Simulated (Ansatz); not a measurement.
In doubt: masses and optical values from hybrid runs of this build are listed as unsure (in some of the runs), which bears on the screening that GW takes from such a start.

The crystal is Na2CaMgP2O8 (P-3m1).

```
Na Ca Mg P O
1.0
     5.30900    0.00000    0.00000
    -2.65450    4.59773    0.00000
     0.00000    0.00000    7.23700
Na Ca Mg P O
2 1 1 2 8
Direct
  0.33333 0.66667 0.70430
  0.66667 0.33333 0.29570
  0.00000 0.00000 0.50000
  0.00000 0.00000 0.00000
  0.33333 0.66667 0.19708
  0.66667 0.33333 0.80292
  0.33333 0.66667 0.98933
  0.66667 0.33333 0.01067
  0.17440 0.82560 0.27166
  0.17440 0.34879 0.27166
  0.65121 0.82560 0.27166
  0.82560 0.17440 0.72834
  0.34879 0.17440 0.72834
  0.82560 0.65121 0.72834
```

Geometry: measured cell, ions relaxed with LDA. The runs that relaxed it are not among those shown. PAW set soft_2, made with PBE.

Gaps computed with Ansatz 0.2.0 without a self-energy: HSE06 4.86 eV, r2SCAN 3.90 eV and PBE0 5.61 eV.

Estimate the G0W0@HSE06 gap with 6×6×2 mesh, 377 empty bands, screening to 96 eV, default PAW files.

About 6.13 eV: on its mesh the run moves the gap from 4.86 eV by +1.27 eV. Among the scalar-relativistic levels given, PBE0 is nearest (−0.52 eV). Bands and cutoff are finite, so the gap is not at the basis limit. The miss can reach some tenths of an eV and take either sign; the mesh is an error of its own. The 6×6×2 mesh is coarse for this cell (its supercell is 14 Å along the shortest edge). The RPA ε∞ on it, from the HSE06 start, is 2.28 and 2.32; such meshes misread the long-range screening, most where the gap is narrow.

[Paths, hosts, dates, memory and timing lines, banners, echoed tables and standing remarks are left out of the program output.]

[Logs are printed without paths, hosts, clocks, repeated set-up lines and the standing remarks that a program may print on its own settings, such as how far it seeks lower states.]

[Runs of the session that timed out or met a known fault of the program may be left out.]

[Cells called generated may have been cut or substituted from an entry of the Crystallography Open Database or the Materials Project.]

[Hosts, paths, dates, database ids (printed as entryN), source tags and the programs' standing remarks are cut or masked in the printed files.]
